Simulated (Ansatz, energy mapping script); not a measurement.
# Spin model of NiO from collinear orders, part 2 of 2

How strongly do the moments of NiO couple under PBEsol+U (6 eV)? The plan is to run several orders and fit a Heisenberg model.

PBEsol with U = 6 eV on Ni d, ortho-atomic projectors; plane waves, U on orthogonalised atomic orbitals unless named otherwise, collinear spin, no spin–orbit coupling.

So far. Step 10 (Run 8 (uncompensated ++−; cell D, 6 atoms)): The run ends ferrimagnetic, 23.12 meV a magnetic atom below the parallel order of its cell. Step 11 (Run 9 (parallel; cell E, 6 atoms)): The run ends ferromagnetic. For each magnetic atom its energy differs from the parallel run of the first cell by 0.05 meV, an error that one common reference would have brought in.

## Step 12: Order 10: uncompensated ++−, cell E of 6 atoms

This order reverses 6.67 of the 12 neighbours at 2.95 Å, 2.67 of the 6 neighbours at 4.17 Å and 8 of the 24 neighbours at 5.11 Å, counted for an average magnetic atom.

The input, input.yaml:

```yaml
crystal:
  lattice:
    - [0.0, -2.085901641, -2.085901641]
    - [-4.171803282, 0.0, 0.0]
    - [2.085901641, 4.171803282, -2.085901641]
  atoms:
    - { symbol: Ni, position: [0.666666667, 0.666666667, 0.333333333], spin: 2.0 }
    - { symbol: Ni, position: [0.333333333, 0.333333333, 0.666666667], spin: 2.0 }
    - { symbol: Ni, position: [0.0, 0.0, 0.0], spin: -2.0 }
    - { symbol: O, position: [0.666666667, 0.166666667, 0.333333333] }
    - { symbol: O, position: [0.333333333, 0.833333333, 0.666666667] }
    - { symbol: O, position: [0.0, 0.5, 0.0] }
magnetization:
  spin_polarized: true
kpoints:
  mp_grid: { grid: [9, 9, 9] }
hamiltonian:
  xc: pbesol
  hubbard:
    sites:
      - { species: Ni, l: d, u_eff: 6.0 }
      - { site: 0, l: d, u_eff: 6.0, starting_ns: [{ spin: up, occupation_matrix: ni1_major }, { spin: down, occupation_matrix: ni1_minor }] }
      - { site: 1, l: d, u_eff: 6.0, starting_ns: [{ spin: up, occupation_matrix: ni1_major }, { spin: down, occupation_matrix: ni1_minor }] }
      - { site: 2, l: d, u_eff: 6.0, starting_ns: [{ spin: up, occupation_matrix: ni1_minor }, { spin: down, occupation_matrix: ni1_major }] }
    projectors: ortho-atomic
    occupation_matrices:
      ni1_major:
        matrix:
          - [0.998, 0.0, 0.0, 0.0, 0.0]
          - [0.0, 0.999, 0.0, 0.0, 0.0]
          - [0.0, 0.0, 0.999, 0.0, 0.0]
          - [0.0, 0.0, 0.0, 0.998, 0.0]
          - [0.0, 0.0, 0.0, 0.0, 0.999]
      ni1_minor:
        matrix:
          - [0.154, 0.0, 0.0, 0.0, 0.0]
          - [0.0, 0.997, 0.0, 0.0, 0.0]
          - [0.0, 0.0, 0.997, 0.0, 0.0]
          - [0.0, 0.0, 0.0, 0.154, 0.0]
          - [0.0, 0.0, 0.0, 0.0, 0.997]
scf:
  occupations: { method: fermi_dirac, width: 0.05 }
output:
  eigenvalues: true
```

Launch:

```console
$ ansatz run input.yaml --threads 4 --pin off --max-ram 8192MiB --backend cpu --events-out ev --progress --plain --runs-dir out
```

It took 20 s on 4 threads of Arm Neoverse V1, shared host; peak memory 0.78 GiB.

The run ends ferrimagnetic, 51.30 meV a magnetic atom below the parallel order of its cell.

## Step 13: Mapping onto a Heisenberg model

Each energy difference is a sum of couplings weighted by the pairs that the order reverses. A few near shells are fitted to the differences by least squares. Energies are those extrapolated to zero occupation width, not the free energies F.

Energies from the parallel order of the same cell:

| order | atoms | energy (meV a magnetic atom) | moments (μB) | moments kept as typed | opposed neighbours at 2.95, 4.17, 5.11 Å |
| --- | --- | --- | --- | --- | --- |
| parallel in cell A | 4 | 0.00 | 1.71 | yes | 0, 0, 0 |
| compensated +− in cell A | 4 | 13.14 | 1.71 | yes | 8, 0, 16 |
| parallel in cell B | 4 | 0.00 | 1.71 | yes | 0, 0, 0 |
| compensated +− in cell B | 4 | -116.91 | 1.64 | yes | 6, 6, 12 |
| parallel in cell C | 6 | 0.00 | 1.71 | yes | 0, 0, 0 |
| uncompensated ++− in cell C | 6 | -81.60 | 1.64 to 1.67 | yes | 4, 4, 12 |
| parallel in cell D | 6 | 0.00 | 1.71 | yes | 0, 0, 0 |
| uncompensated ++− in cell D | 6 | -23.12 | 1.69 to 1.70 | yes | 5.33, 1.33, 16 |
| parallel in cell E | 6 | 0.00 | 1.71 | yes | 0, 0, 0 |
| uncompensated ++− in cell E | 6 | -51.30 | 1.66 to 1.68 | yes | 6.67, 2.67, 8 |

The Heisenberg fit (each pair counts twice, positive J is ferromagnetic):

| pair | distance (Å) | neighbours | J (meV) |
| --- | --- | --- | --- |
| Ni–Ni | 2.95 | 12 | 0.766 |
| Ni–Ni | 4.17 | 6 | -10.6 |
| Ni–Ni | 5.11 | 24 | 0.0329 |
| Ni–Ni | 5.90 | 12 | -0.415 |

These orders cannot tell some unfitted shells from fitted ones: the value at 2.95 Å holds J(2.95) + 4 J(7.80) + J(8.85), the value at 5.11 Å holds J(5.11) + J(8.85) and the value at 5.90 Å holds J(5.90) − J(8.85); other unfitted shells add to the values wholly or in part.

Adding the shell at 6.60 Å gives 0.81, -11, 0.041, -0.42 and -0.037 meV and a mean-field temperature of 451 K, an exact solve that tests nothing.

In mean field these couplings order at 453 K, at q = (0.50, 0.50, 0.50) in fractions of the conventional cell's reciprocal vectors, and give a Curie–Weiss temperature of -453 K.

## Step 14: Ordering temperature by Monte Carlo

Mean field ignores fluctuations and overstates the ordering temperature, so the model is also sampled. The heat capacity peaks where order sets in.

Classical unit spins with these couplings on 8×8×4 copies of a cell that holds the lowest order (512 spins), heat-bath sweeps, cooled from random directions, 831 sweeps to settle and 2493 measured at each temperature, averaged over 4 runs.

| T (K) | order along the lowest pattern | net moment | heat capacity (k_B a spin) |
| --- | --- | --- | --- |
| 54.4 | 0.39 | 0.01 | 0.99 |
| 93.0 | 0.39 | 0.01 | 1.03 |
| 151 | 0.40 | 0.01 | 1.15 |
| 190 | 0.39 | 0.02 | 1.31 |
| 228 | 0.33 | 0.02 | 1.37 |
| 286 | 0.28 | 0.02 | 1.87 |
| 305 | 0.24 | 0.02 | 1.91 |
| 325 | 0.22 | 0.02 | 1.80 |
| 363 | 0.15 | 0.02 | 1.11 |
| 402 | 0.12 | 0.03 | 0.62 |
| 460 | 0.09 | 0.03 | 0.39 |
| 498 | 0.08 | 0.03 | 0.29 |

The smoothed heat capacity peaks at 300 K. The order column follows one pattern alone; equivalent domains or another pattern share the rest.

## Step 15: Comparison

The first set of orders, under PBE+U (6 eV), took 4.5 min of CPU time summed over its finished orders (seed run apart), these 5.1 min.

| quantity | this set | first set |
| --- | --- | --- |
| J at 2.95 Å, meV | 0.766 | 0.613 |
| J at 4.17 Å, meV | -10.6 | -9.65 |
| J at 5.11 Å, meV | 0.0329 | 0.0254 |
| J at 5.90 Å, meV | -0.415 | -0.360 |
| ordering temperature, mean field, K | 453 | 415 |
| heat-capacity peak, Monte Carlo, K | 300 | 273 |

The coupling that led in the first set goes from -9.65 to -10.6 meV.

## Step 16: Outcome

* lowest order tried: compensated +− in cell B
* largest fitted value (a combination of shells), Ni–Ni at 4.17 Å: -10.6 meV
* ordering temperature, mean field: 453 K
* heat-capacity peak, Monte Carlo: 300 K

What this shows: Of the orders tried, NiO prefers the order “compensated +− in cell B” under PBEsol+U (6 eV), with 6 of 12 neighbours at 2.95 Å, 6 of 6 neighbours at 4.17 Å and 12 of 24 neighbours at 5.11 Å opposed, and the heat capacity of the fitted model peaks near 300 K (Monte Carlo, classical spins). The coupling at 4.17 Å is 1.1 times that of the first set, at 1.1 times the CPU time. The largest fitted coupling is the Ni–Ni pair at 4.17 Å, antiferromagnetic at -11 meV, across a ligand at about 180°. The straight metal–ligand–metal path outweighs the right-angled one, the pattern expected of superexchange through one ligand p orbital, which these runs do not test. The orders also reverse pairs at 6.60 Å, which are not fitted, so the fitted values hold their part too. With 5 differences for 4 couplings the fit misses by 0.45 meV at most, a small part of the spread. In the fitted orders moments change by up to 4.0 % against the parallel run of the same cell, so their size stays put. Monte Carlo puts the peak at 0.66 of the mean-field temperature, since mean field leaves out fluctuations. In tests on simple cubic and body-centred models such peaks lay 5 to 6 % under the bulk value. On cooling, the order along the one computed pattern stays at or under 0.42: the model settles in an equivalent domain, a degenerate mixture or another order. The parallel order holds 2 μB a magnetic atom, spin 1; the common factor (S+1)/S would raise the classical 300 K to 600 K, a correction that often overshoots. The classical value and the one scaled by (S+1)/S differ by a factor of 2, so closeness of either to the measured temperature is partly a matter of convention.

Calculation against experiment:

```
                             quantity  measured  PBEsol+U (6 eV), Monte Carlo  PBEsol+U (6 eV), Monte Carlo × (S+1)/S
ordering temperature (spin model) (K)       523                 300 (-42.6 %)                           600 (+14.8 %)
```

Measured values from arxiv:1210.6675 (2012).

Verdict: The ordering temperature is off by -42.6 % at PBEsol+U (6 eV), Monte Carlo: a clear miss. Of the levels listed, nearest comes PBEsol+U (6 eV), Monte Carlo × (S+1)/S (+14.8 %). A U picked for its result is no test. No cell relaxation is part of this session.

[Logs and program files are shortened in this print: banners, set-up blocks, solver, clock and traceback lines can be left out without a mark of their own.]

[Logs are printed without paths, hosts, clocks, repeated set-up lines and the standing remarks that a program may print on its own settings, such as how far it seeks lower states.]

[Hosts, paths, dates, database ids (printed as entryN), source tags and the programs' standing remarks are cut or masked in the printed files.]

[Where a cell is said to come from a database of computed structures, the database is the Materials Project.]
